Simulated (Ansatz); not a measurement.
# BeCd (built on the sites of a database entry of BaZn): phonons and vibrational spectra

Task: relax BeCd (built on the sites of a database entry of BaZn), then find its harmonic phonons.

Calculated with Ansatz 0.2.0; DFT PBEsol, scalar-relativistic, plane waves, PseudoDojo norm-conserving pseudopotentials.

The structure was built from a prototype and need not be the compound's stable phase.

### Step 1. Starting point

The structure is cubic, space group Pm-3m (No. 221). The conventional cell has a = 3.033 Å, b = 3.033 Å, c = 3.033 Å, α = 90.00°, β = 90.00°, γ = 90.00°. Be has 8 Cd at 2.63 Å nearest. Cd has 8 Be at 2.63 Å nearest. Farther neighbours are not listed.

### Step 2. Relaxation

Harmonic phonons are second derivatives at a point where the forces vanish, and they are wanted at zero stress, so atoms and cell are relaxed first.

input.yaml

```yaml
crystal:
  lattice:
    - [3.03292, 0.0, 0.0]
    - [0.0, 3.03292, 0.0]
    - [0.0, 0.0, 3.03292]
  atoms:
    - { symbol: Be, position: [0.0, 0.0, 0.0] }
    - { symbol: Cd, position: [0.5, 0.5, 0.5] }
kpoints:
  mp_grid: { grid: [14, 14, 14] }
hamiltonian:
  xc: pbesol
  pseudopotentials: { kind: nc, accuracy: standard }
scf:
  occupations: { method: gaussian, width: 0.1 }
output:
  forces: true
  stress: true
  eigenvalues: true
  write_density: true
  write_potential: true
  elf: true
  volumetric_format: npy
relax:
  adjacent_minimum: "off"
  f_tol: 0.005
  max_steps: 80
  cell: { stress_tol: 0.05 }
```

Run with:

```bash
ansatz run input.yaml --threads 4 --pin off --max-ram 7168MiB --backend cpu --events-out ev --progress --plain --runs-dir out
```

Numbers of over 12 decimals in the logs are rounded to 6 here.

Output:

```text
Engine: ansatz 0.2.0, aarch64-unknown-linux-gnu
Pseudopotentials: kind: nc
Pseudopotential: Be, nc, valence charge 4, recommended cutoff 1197.300995 eV (normal), Be.nc.azcp (PseudoDojo's, or run here from an input of PseudoDojo's; its table is named by hamiltonian.pseudopotentials.accuracy)
Pseudopotential: Cd, nc, valence charge 20, recommended cutoff 1387.780699 eV (normal), Cd.nc.azcp (PseudoDojo's, or run here from an input of PseudoDojo's; its table is named by hamiltonian.pseudopotentials.accuracy)
Functional definition: PBEsol
  exchange = pbesol_x
  correlation = pbesol_c
Crystal: 2 atoms, lattice volume = 27.899 Å³
Basis set: ecut = 1387.780699 eV, 3239 PW (Γ), exchange–correlation on 80×80×80 points (8 copies of the dense FFT grid, shifted against one another)
Bands: 16, of which v1, the nominal top of the filled ones, is band 12 counted from 1 (11 counted from 0)
Symmetry: 48 space group operations
Space group: Pm-3m (ITA 221), of the structure as read, at distance tolerance 3.0e-5 Å
k-points: 120 of 2744
Non-local potential: Be, projectors of the file, l = 0: 2, l = 1: 2
Non-local potential: Cd, projectors of the file, l = 0: 2, l = 1: 2, l = 2: 2
Initial density: superposition of atomic densities (chi_scale 0.1, normalization cell, long waves kept (reshape's long-wave potential 0.00 eV rms))
Initial wavefunctions: pseudopotential atomic-orbital guess
Functional: x = pbesol(κ = 0.804, μ = 0.123457), c = pbesol(β = 0.046)
SCF iter   1: F=—  HF=-5144.921879 eV  |F-HF|=—  |Δ(HF+E_count)|=         —  Δρ=5.97e-2  dr2=1.32e0  ethr=3.10e-3  ⟨swp⟩=6.5  Hψ=11372  notcnv=0
preconditioner: auto → none  [metal: Δε(μ)=0.016 eV  Ē_g=12.403 eV  σ=0.100 eV  W_gap=0.09  n_scr=6 (ndim 8)  ℏωp=26.3 eV  f_vac=0.000  D(μ)=0.46/eV (n_scr^D=0)  sad-step TF]
SCF iter   2: F=—  HF=-5144.576912 eV  |F-HF|=—  |Δ(HF+E_count)|=   3.45e-1  Δρ=2.72e-2  dr2=2.59e-1  ethr=3.10e-3  ⟨swp⟩=2.6  Hψ=4106  notcnv=0  defer=8
SCF iter   3: F=—  HF=-5144.481764 eV  |F-HF|=—  |Δ(HF+E_count)|=   9.51e-2  Δρ=5.60e-3  dr2=6.54e-3  ethr=1.08e-3  ⟨swp⟩=2.7  Hψ=3428  notcnv=0  defer=10
SCF iter   4: F=—  HF=-5144.480198 eV  |F-HF|=—  |Δ(HF+E_count)|=   1.57e-3  Δρ=1.64e-3  dr2=2.32e-4  ethr=2.72e-5  ⟨swp⟩=2.1  Hψ=3466  notcnv=0  defer=10
SCF iter   5: F=—  HF=-5144.480190 eV  |F-HF|=—  |Δ(HF+E_count)|=   8.58e-6  Δρ=2.31e-4  dr2=4.08e-6  ethr=9.69e-7  ⟨swp⟩=2.2  Hψ=3086  notcnv=0  defer=10
SCF iter   6: F=—  HF=-5144.480192 eV  |F-HF|=—  |Δ(HF+E_count)|=   2.05e-6  Δρ=5.01e-5  dr2=1.55e-7  ethr=1.70e-8  ⟨swp⟩=2.1  Hψ=3263  notcnv=0  defer=10
SCF iter   7: F=-5144.480192 eV  HF=-5144.480192 eV  |F-HF|=1.02e-9  |Δ(HF+E_count)|=   4.91e-8  Δρ=4.46e-6  dr2=1.46e-9  ethr=4.17e-10  ⟨swp⟩=11.9  Hψ=16172  notcnv=0
SCF 1 converged in 7 iterations: F = -5144.480192 eV  dr2 = 1.46e-9
relax step   1: F+E_penalty+E_count = -5144.48019186 eV  Δ(F+E_penalty+E_count) = +0.000e0 eV  max|allowed force component| = 9.106e-28 eV/Å  Δτ_max = 0.0000 Å  P = +2.211 GPa  Ω = 27.899 Å³  (7 SCF iters, dr2 threshold 1.00e-7 eV, accepted)
Crystal: 2 atoms, lattice volume = 28.890 Å³
Basis set: ecut = 1387.780699 eV, 3407 PW (Γ), exchange–correlation on 80×80×80 points (8 copies of the dense FFT grid, shifted against one another)
Initial density: handed on by an earlier stage of this run
Initial wavefunctions: those handed on with the density
iter 1 solved again at ethr=2.04e-5 eV; its pass at ethr=3.10e-3 eV (dr2=4.89e-3 eV) is discarded
SCF iter   1: F=—  HF=-5144.485265 eV  |F-HF|=—  |Δ(HF+E_count)|=         —  Δρ=3.49e-3  dr2=5.76e-3  ethr=2.04e-5  ⟨swp⟩=3.0  Hψ=14910  notcnv=0
preconditioner: auto → none  [metal: Δε(μ)=0.032 eV  Ē_g=13.300 eV  σ=0.100 eV  W_gap=0.18  n_scr=6 (ndim 8)  ℏωp=25.8 eV  f_vac=0.000  D(μ)=0.58/eV (n_scr^D=0)]
SCF iter   2: F=—  HF=-5144.483371 eV  |F-HF|=—  |Δ(HF+E_count)|=   1.89e-3  Δρ=2.37e-3  dr2=7.59e-4  ethr=2.04e-5  ⟨swp⟩=2.0  Hψ=2768  notcnv=0
SCF iter   3: F=—  HF=-5144.483119 eV  |F-HF|=—  |Δ(HF+E_count)|=   2.52e-4  Δρ=4.40e-4  dr2=3.33e-5  ethr=3.16e-6  ⟨swp⟩=2.0  Hψ=3144  notcnv=0
SCF iter   4: F=—  HF=-5144.483101 eV  |F-HF|=—  |Δ(HF+E_count)|=   1.74e-5  Δρ=1.25e-4  dr2=1.57e-6  ethr=1.39e-7  ⟨swp⟩=2.0  Hψ=2187  notcnv=0
SCF iter   5: F=-5144.483101 eV  HF=-5144.483101 eV  |F-HF|=6.68e-8  |Δ(HF+E_count)|=   1.50e-7  Δρ=1.63e-5  dr2=8.29e-8  ethr=8.33e-10  ⟨swp⟩=13.2  Hψ=17905  notcnv=0
SCF 2 converged in 5 iterations: F = -5144.483101 eV  dr2 = 8.29e-8
relax step   2: F+E_penalty+E_count = -5144.48310122 eV  Δ(F+E_penalty+E_count) = -2.909e-3 eV  max|allowed force component| = 1.347e-28 eV/Å  Δτ_max = 0.0000 Å  P = -1.018 GPa  Ω = 28.890 Å³  energy of the carried Pulay correction = -4.527e-4 eV  (5 SCF iters, dr2 threshold 2.00e-7 eV, accepted)
Crystal: 2 atoms, lattice volume = 28.570 Å³
iter 1 solved again at ethr=2.18e-6 eV; its pass at ethr=3.10e-3 eV (dr2=5.24e-4 eV) is discarded
SCF iter   1: F=—  HF=-5144.484527 eV  |F-HF|=—  |Δ(HF+E_count)|=         —  Δρ=1.11e-3  dr2=5.72e-4  ethr=2.18e-6  ⟨swp⟩=2.8  Hψ=13938  notcnv=0
preconditioner: auto → none  [metal: Δε(μ)=0.011 eV  Ē_g=13.279 eV  σ=0.100 eV  W_gap=0.06  n_scr=6 (ndim 8)  ℏωp=26.0 eV  f_vac=0.000  D(μ)=0.56/eV (n_scr^D=0)]
SCF iter   2: F=—  HF=-5144.484338 eV  |F-HF|=—  |Δ(HF+E_count)|=   1.88e-4  Δρ=7.41e-4  dr2=7.40e-5  ethr=2.18e-6  ⟨swp⟩=2.0  Hψ=2758  notcnv=0
SCF iter   3: F=—  HF=-5144.484316 eV  |F-HF|=—  |Δ(HF+E_count)|=   2.24e-5  Δρ=1.40e-4  dr2=3.14e-6  ethr=3.08e-7  ⟨swp⟩=2.0  Hψ=3147  notcnv=0
SCF iter   4: F=-5144.484315 eV  HF=-5144.484315 eV  |F-HF|=4.92e-8  |Δ(HF+E_count)|=   9.77e-7  Δρ=3.83e-5  dr2=1.38e-7  ethr=8.33e-10  ⟨swp⟩=10.5  Hψ=17620  notcnv=0
SCF 3 converged in 4 iterations: F = -5144.484315 eV  dr2 = 1.38e-7
relax step   3: F+E_penalty+E_count = -5144.48431486 eV  Δ(F+E_penalty+E_count) = -1.214e-3 eV  max|allowed force component| = 8.152e-30 eV/Å  Δτ_max = 0.0000 Å  P = -0.045 GPa  Ω = 28.570 Å³  energy of the carried Pulay correction = -3.082e-4 eV  (4 SCF iters, dr2 threshold 2.00e-7 eV, accepted)
Initial wavefunctions: pseudopotential atomic-orbital guess (no wavefunctions were taken with the density)
iter 1 solved again at ethr=2.10e-7 eV; its pass at ethr=3.10e-3 eV (dr2=5.04e-5 eV) is discarded
SCF iter   1: F=—  HF=-5144.484720 eV  |F-HF|=—  |Δ(HF+E_count)|=         —  Δρ=9.24e-5  dr2=2.01e-7  ethr=2.10e-7  ⟨swp⟩=4.0  Hψ=18569  notcnv=0
preconditioner: auto → none  [metal: Δε(μ)=0.009 eV  Ē_g=13.303 eV  σ=0.100 eV  W_gap=0.05  n_scr=6 (ndim 8)  ℏωp=26.0 eV  f_vac=0.000  D(μ)=0.56/eV (n_scr^D=0)]
SCF iter   2: F=—  HF=-5144.484720 eV  |F-HF|=—  |Δ(HF+E_count)|=   4.81e-7  Δρ=4.53e-5  dr2=3.59e-8  ethr=8.39e-10  ⟨swp⟩=2.1  Hψ=3354  notcnv=0
SCF iter   3: F=—  HF=-5144.484720 eV  |F-HF|=—  |Δ(HF+E_count)|=   6.11e-8  Δρ=7.22e-6  dr2=3.82e-9  ethr=1.50e-10  ⟨swp⟩=2.0  Hψ=3118  notcnv=0
SCF iter   4: F=—  HF=-5144.484720 eV  |F-HF|=—  |Δ(HF+E_count)|=  7.19e-11  Δρ=2.32e-6  dr2=2.57e-10  ethr=1.59e-11  ⟨swp⟩=2.3  Hψ=2977  notcnv=0
SCF iter   5: F=-5144.484720 eV  HF=-5144.484720 eV  |F-HF|=3.64e-12  |Δ(HF+E_count)|=  1.56e-10  Δρ=4.17e-7  dr2=3.50e-12  ethr=1.00e-12  ⟨swp⟩=6.4  Hψ=12888  notcnv=0
SCF 4 converged in 5 iterations: F = -5144.484720 eV  dr2 = 3.50e-12
relax step   4: F+E_penalty+E_count = -5144.48471991 eV  Δ(F+E_penalty+E_count) = -4.051e-4 eV  max|allowed force component| = 5.880e-29 eV/Å  Δτ_max = 0.0000 Å  P = +0.004 GPa  Ω = 28.570 Å³  stress off target by 4.06e-3 GPa  SCF on the basis re-selected at this cell (its energy is not comparable with the rows above)  (5 SCF iters)
basis re-selected at this cell: Δ(F+E_penalty+E_count) = -4.051e-4 eV, ΔP = +0.049 GPa vs the last step (what re-selecting the basis moved, of the pressure what is left beyond the Pulay correction that the steps carried, after the strain that the cell walked since its last selection, with what the two solves' SCF thresholds leave and, on support functions, any second-order correction that the steps lacked; it is no m [...]
SCF converged after 5 iterations
Free energy (F): -5144.484720 eV
Harris-Foulkes:  -5144.484720 eV  (|F-HF|=3.64e-12)
Internal energy: -5144.481926 eV  (E = F + TS)
E sigma→0 (E₀):  -5144.483323 eV
Entropy (-TS):   -0.002794 eV (-1.397 meV/atom)
Fermi energy:    14.499120 eV
--- Per-component energies (eV) ---
  E_band       = -567.871689
  E_kinetic    = 1899.106257
  E_local      = -4509.756322  (includes V_loc(G=0)·N_el)
  E_nonlocal   = -164.266667
  E_hartree    = 1431.347722
  E_xc         = -718.894131
  E_vxc        = -655.650356  (∫ρ·V_xc dr)
  E_ewald      = -3082.018784
  E_smearing   = -0.002794  (= −TS)
  E_closure    = 0.000000  (closes the sum)
  Σ components = -5144.484720   (vs F -5144.484720, Δ=0.00e0)
--- Forces (eV/Å), atoms counted from 1 ---
  atom   1  Be     0.00000000     0.00000000     0.00000000
  atom   2  Cd     0.00000000    -0.00000000    -0.00000000
  max |Σ_I F_I| component: 1.18e-28 eV/Å
--- Stress (GPa, compression-positive) ---
        0.004063       0.000000       0.000000
        0.000000       0.004063      -0.000000
        0.000000      -0.000000       0.004063
  P = ⅓ Tr σ = 0.0041 GPa (0.041 kbar)
--- Band table (eV; the first three rows and the last of 120) ---
  k-point 0: bands = [... 8 lower, 5.1661, 5.1661, 5.1661, 17.0986, 17.0986, 17.0986, 23.2439, 23.2439]
  k-point 1: bands = [... 8 lower, 5.1418, 5.1418, 5.1682, 16.5498, 17.2066, 17.2066, 23.2567, 23.5679]
  k-point 2: bands = [... 8 lower, 5.0745, 5.0745, 5.1741, 15.3059, 17.5233, 17.5233, 23.2941, 23.7016]
  k-point 119: bands = [... 8 lower, 5.6182, 5.6182, 16.0360, 16.0360, 16.0360, 16.0387, 16.0387, 16.0387]
--- Relaxed structure (3 steps of the walk, 3 accepted, 1 SCFs on fresh bases) ---
  F+E_penalty+E_count = -5144.48471991 eV   max|allowed force component| = 5.880e-29 eV/Å   (the final SCF, on the basis selected at the relaxed cell)
  cell:  # Å, volume = 28.5697 Å³
    - [3.057046, 0, 0]
    - [0, 3.057046, 0]
    - [0, 0, 3.057046]
  atoms:
    - { symbol: Be, position: [0, 0, 0] }
    - { symbol: Cd, position: [0.5, 0.5, 0.5] }
```

Elapsed: 33 s, on 4 threads of Arm Neoverse N1, shared host; peak memory 0.54 GiB; 2.1 min of CPU time.

Relaxation path:

```
step  energy less that of the first step (eV)  largest force component (eV/Å)  pressure (GPa)  volume (Å³)
   1                                   0.0000                          0.0000            2.21        27.90
   2                                  -0.0029                          0.0000           -1.02        28.89
   3                                  -0.0041                          0.0000           -0.04        28.57
  4*                                  -0.0045                          0.0000            0.00        28.57
```

Relaxation steps marked * repeat the geometry before them on a plane-wave basis chosen anew for their cell, so energy and pressure can jump there.

Forces are held to the 48 operations that the run works with; a distortion that breaks them can't arise in this run.

```
conventional cell, symmetrised  before  after  change
                         a (Å)   3.033  3.057  +0.8 %
                         b (Å)   3.033  3.057  +0.8 %
                         c (Å)   3.033  3.057  +0.8 %
              volume (Å³/atom)   13.95  14.28  +2.4 %
```

Final coordinates:

```xyz
2
Lattice="3.0570 0.0000 0.0000 0.0000 3.0570 0.0000 0.0000 0.0000 3.0570" Properties=species:S:1:pos:R:3 pbc="T T T"
Be    0.0000    0.0000    0.0000
Cd    1.5285    1.5285    1.5285
```

This step gave:

- pressure: 0.004063 GPa
- volume per atom: 14.28 Å³
- gap on the k-mesh: 0 eV

Electrostatic potential energy in the ac plane at fractional y = 0.500, with atoms of Cd within 0.2 Å of it. With pseudopotentials it is smooth inside the atoms' cores, unlike the true potential.

Values in eV, 16 rows by 16 columns:
```
  16   16   16   15   15   14   14   13   13   13   14   14   15   15   16   16
  16   16   15   15   14   13   11   10   10   10   11   13   14   15   15   16
  16   15   15   13   12    9    6    3    2    3    6    9   12   13   15   15
  15   15   14   12    8    2   -5  -12  -15  -12   -5    2    8   12   14   15
  15   14   13    9    2   -9  -29  -52  -64  -52  -29   -9    2    9   13   14
  14   14   11    6   -5  -29  -79 -144 -173 -144  -79  -29   -5    6   11   14
  14   13   10    3  -12  -52 -144 -244 -244 -244 -144  -52  -12    3   10   13
  14   13   10    2  -15  -64 -173 -244 -244 -244 -173  -64  -15    2   10   13
  14   13   10    3  -12  -52 -144 -244 -244 -244 -144  -52  -12    3   10   13
  14   14   11    6   -5  -29  -79 -144 -173 -144  -79  -29   -5    6   11   14
  15   14   13    9    2   -9  -29  -52  -64  -52  -29   -9    2    9   13   14
  15   15   14   12    8    2   -5  -12  -15  -12   -5    2    8   12   14   15
  16   15   15   13   12    9    6    3    2    3    6    9   12   13   15   15
  16   16   15   15   14   13   11   10   10   10   11   13   14   15   15   16
  16   16   16   15   15   14   14   13   13   13   14   14   15   15   16   16
  16   16   16   16   15   15   14   14   14   14   14   15   15   16   16   16
```
Columns run along a (3.1 Å; values clipped at the 3rd and 97th percentile), rows up along c (3.1 Å). Atoms in or near the plane, at fractional coordinates: Cd at (0.50, 0.50).

Valence density in the ac plane at fractional y = 0.500, with atoms of Cd within 0.2 Å of it. It is the smooth field of the valence electrons, not physical close to the nuclei.

Ten even steps from '_' (-2 e/Å³) to '@' (17 e/Å³):
```
................................
................................
................................
................::..............
............::==++==::..........
..........::++@@@@@@++::........
..........==@@%%++%%@@==........
........::++@@++__++@@++::......
..........==@@%%++%%@@==........
..........::++@@@@@@++::........
............::==++==::..........
................::..............
................................
................................
................................
__..............................
```
Columns run along a (3.1 Å), rows up along c (3.1 Å). Atoms in or near the plane, at fractional coordinates: Cd at (0.50, 0.50).

ELF in the ac plane at fractional y = 0.500, with atoms of Cd within 0.2 Å of it. It is the smooth field of the valence electrons, not physical close to the nuclei.

Values, 16 rows by 16 columns:
```
0.42 0.40 0.38 0.36 0.31 0.26 0.23 0.21 0.20 0.21 0.23 0.26 0.31 0.36 0.38 0.40
0.39 0.38 0.36 0.31 0.26 0.22 0.20 0.19 0.19 0.19 0.20 0.22 0.26 0.31 0.36 0.38
0.37 0.36 0.31 0.25 0.21 0.20 0.22 0.24 0.26 0.24 0.22 0.20 0.21 0.25 0.31 0.36
0.33 0.31 0.26 0.21 0.21 0.26 0.35 0.45 0.48 0.45 0.35 0.26 0.21 0.21 0.26 0.31
0.29 0.26 0.22 0.20 0.26 0.40 0.59 0.71 0.75 0.71 0.59 0.40 0.26 0.20 0.22 0.26
0.25 0.23 0.20 0.22 0.35 0.59 0.77 0.78 0.73 0.78 0.77 0.59 0.35 0.22 0.20 0.23
0.23 0.21 0.19 0.24 0.45 0.71 0.78 0.43 0.13 0.43 0.78 0.71 0.45 0.24 0.19 0.21
0.22 0.20 0.19 0.26 0.48 0.75 0.73 0.13 0.00 0.13 0.73 0.75 0.48 0.26 0.19 0.20
0.23 0.21 0.19 0.24 0.45 0.71 0.78 0.43 0.13 0.43 0.78 0.71 0.45 0.24 0.19 0.21
0.25 0.23 0.20 0.22 0.35 0.59 0.77 0.78 0.73 0.78 0.77 0.59 0.35 0.22 0.20 0.23
0.29 0.26 0.22 0.20 0.26 0.40 0.59 0.71 0.75 0.71 0.59 0.40 0.26 0.20 0.22 0.26
0.33 0.31 0.26 0.21 0.21 0.26 0.35 0.45 0.48 0.45 0.35 0.26 0.21 0.21 0.26 0.31
0.37 0.36 0.31 0.25 0.21 0.20 0.22 0.24 0.26 0.24 0.22 0.20 0.21 0.25 0.31 0.36
0.39 0.38 0.36 0.31 0.26 0.22 0.20 0.19 0.19 0.19 0.20 0.22 0.26 0.31 0.36 0.38
0.42 0.40 0.38 0.36 0.31 0.26 0.23 0.21 0.20 0.21 0.23 0.26 0.31 0.36 0.38 0.40
0.43 0.42 0.39 0.37 0.33 0.29 0.25 0.23 0.22 0.23 0.25 0.29 0.33 0.37 0.39 0.42
```
Columns run along a (3.1 Å), rows up along c (3.1 Å). Atoms in or near the plane, at fractional coordinates: Cd at (0.50, 0.50).

In this step the volume went from 13.95 to 14.28 Å³/atom.

### Step 3. Relaxing to small forces for the phonons

Phonons need a cell at rest on their own settings, so the relaxation is repeated with tight tolerances on forces and stress, using the mesh and the filling of the phonon run that follows.

input.yaml

```yaml
crystal:
  lattice:
    - [3.0570455078, 0.0, 0.0]
    - [0.0, 3.0570455078, 0.0]
    - [0.0, 0.0, 3.0570455078]
  atoms:
    - { symbol: Be, position: [0.0, 0.0, 0.0] }
    - { symbol: Cd, position: [0.5, 0.5, 0.5] }
kpoints:
  mp_grid: { grid: [16, 16, 16] }
hamiltonian:
  xc: pbesol
  pseudopotentials: { kind: nc, accuracy: standard }
scf:
  occupations: { method: methfessel_paxton, width: 0.2 }
output:
  forces: true
  stress: true
  eigenvalues: true
relax:
  adjacent_minimum: "off"
  f_tol: 0.001
  max_steps: 60
  cell: { stress_tol: 0.01 }
```

Output:

```text
[...]
Crystal: 2 atoms, lattice volume = 28.570 Å³
Basis set: ecut = 1387.780699 eV, 3407 PW (Γ), exchange–correlation on 80×80×80 points (8 copies of the dense FFT grid, shifted against one another)
Bands: 16, of which v1, the nominal top of the filled ones, is band 12 counted from 1 (11 counted from 0)
Symmetry: 48 space group operations
[...]
k-points: 165 of 4096
[...]
k-point 164: bands = [... 8 lower, 5.5686, 5.5686, 15.9665, 15.9665, 15.9665, 15.9778, 15.9778, 15.9778]
--- Relaxed structure (3 steps of the walk, 3 accepted, 1 SCFs on fresh bases) ---
[...]
cell:  # Å, volume = 28.6705 Å³
    - [3.060635, 0, 0]
    - [0, 3.060635, 0]
    - [0, 0, 3.060635]
  atoms:
    - { symbol: Be, position: [0, 0, 0] }
    - { symbol: Cd, position: [0.500000, 0.500000, 0.500000] }
[key lines of the parts left out:]
SCF converged after 6 iterations
Free energy (F): -5144.478624 eV
Fermi energy:    14.514879 eV
P = ⅓ Tr σ = 0.0046 GPa (0.046 kbar)
```

It took 40 s on 4 threads; peak memory 0.61 GiB.

Step by step:

```
step  energy less that of the first step (eV)  largest force component (eV/Å)  pressure (GPa)  volume (Å³)
   1                                   0.0000                          0.0000            0.31        28.57
   2                                   0.0000                          0.0000           -0.15        28.72
   3                                   0.0000                          0.0000            0.00        28.67
  4*                                  -0.0001                          0.0000            0.00        28.67
```

Relaxation steps marked * repeat the geometry before them on a plane-wave basis chosen anew for their cell, so energy and pressure can jump there.

Forces are held to the 48 operations that the run works with; a distortion that breaks them can't arise in this run.

```
conventional cell, symmetrised  before  after  change
                         a (Å)   3.057  3.061  +0.1 %
                         b (Å)   3.057  3.061  +0.1 %
                         c (Å)   3.057  3.061  +0.1 %
              volume (Å³/atom)   14.28  14.34  +0.4 %
```

The relaxed structure:

```cif
data_structure
_symmetry_space_group_name_H-M 'P 1'
_symmetry_Int_Tables_number 1
_cell_length_a 3.0606
_cell_length_b 3.0606
_cell_length_c 3.0606
_cell_angle_alpha 90.000
_cell_angle_beta 90.000
_cell_angle_gamma 90.000
_cell_volume 28.67
loop_
_atom_site_label
_atom_site_type_symbol
_atom_site_fract_x
_atom_site_fract_y
_atom_site_fract_z
_atom_site_occupancy
Be1 Be 0.00000 0.00000 0.00000 1
Cd2 Cd 0.50000 0.50000 0.50000 1
```

This step gave:

```yaml
pressure: 0.004579 GPa
volume_per_atom: 14.34 Å³
```

The forces vanish by symmetry and the pressure is 0.005 GPa, within the tolerances set. The cell now holds 14.34 Å³/atom.

(Part 1 of 2 ends here.)

[Logs are printed without paths, hosts, clocks, repeated set-up lines and the standing remarks that a program may print on its own settings, such as how far it seeks lower states.]

[Hosts, paths, dates, database ids (printed as entryN), source tags and the programs' standing remarks are cut or masked in the printed files.]
